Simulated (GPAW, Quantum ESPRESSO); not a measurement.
The O K edge of atom 3 in LaGaO3 (Pm-3m), with 2 Ga at 1.96 Å (linear, site symmetry 4/mmm), was computed in 2 ways: full core hole (charged cell) and no core hole. Program and functional: Quantum ESPRESSO XSpectra, LDA, without spin-orbit coupling, Lorentzian half width 0.3 eV up to 4 eV, rising linearly to 2.5 eV at 25 eV; cells of 5 and 10 atoms (the run without a hole in the smaller).

Each run is counted from its own lowest empty level or Fermi level and scaled to a mean of 1 over its first 20 eV. (XSpectra's own axis starts at xe0, in the gap; it has been shifted.)

```csv
E (eV),run 1,run 2
-2.0,0.04,0.04
-1.0,0.06,0.06
0.0,0.14,0.13
1.0,0.68,0.61
2.0,0.71,0.98
3.0,1.63,2.18
4.0,2.08,1.77
5.0,1.25,1.08
6.0,0.78,0.78
7.0,0.86,0.86
8.0,1.11,1.28
9.0,1.41,1.60
10.0,1.46,1.37
11.0,1.39,1.24
12.0,1.30,1.07
13.0,1.09,0.91
14.0,0.84,0.72
15.0,0.67,0.59
16.0,0.61,0.55
17.0,0.63,0.57
18.0,0.65,0.62
19.0,0.64,0.63
20.0,0.60,0.61
21.0,0.56,0.57
22.0,0.53,0.55
23.0,0.51,0.54
24.0,0.52,0.56
25.0,0.52,0.58
26.0,0.53,0.62
27.0,0.56,0.66
28.0,0.60,0.72
29.0,0.65,0.77
30.0,0.70,0.80
31.0,0.73,0.80
32.0,0.74,0.77
```

**Question.** Which run is which?

Run 1: no core hole (area from −2 to 6 eV 6.8, main maxima 1.0 eV (0.69), 4.1 eV (2.10) and 9.6 eV (1.48)). Run 2: full core hole (charged cell) (area from −2 to 6 eV 7.4, main maxima 3.4 eV (2.60), 8.9 eV (1.60) and 18.9 eV (0.63)). With each curve scaled to its own mean, the area from −2 to 6 eV with the hole is 7.4 against 6.8, and the centre of weight from −1 to 20 eV moves by -0.5 eV (first and strongest maxima below 20 eV: 1.0 eV (0.69), 4.1 eV (2.10) and 9.6 eV (1.48) without the hole, 3.4 eV (2.60), 8.9 eV (1.60) and 18.9 eV (0.63) with it); the shape changes all the same, by 21 % r.m.s.

[Banner, clock and machine lines of the logs are left out without a mark of their own.]

[Logs are printed without paths, hosts, clocks, repeated set-up lines and the standing remarks that a program may print on its own settings, such as how far it seeks lower states.]

[Hosts, paths, dates, database ids (printed as entryN), source tags and the programs' standing remarks are cut or masked in the printed files.]

[Lists of maxima count a maximum above −3 eV only where it reaches 4 % of the highest in the window and stands out from its surroundings by 2 % of it (1.5 % where it reaches 55 %); shoulders and weaker maxima are passed over, and of the rest the first, up to two pre-edge ones and the few strongest are named.]
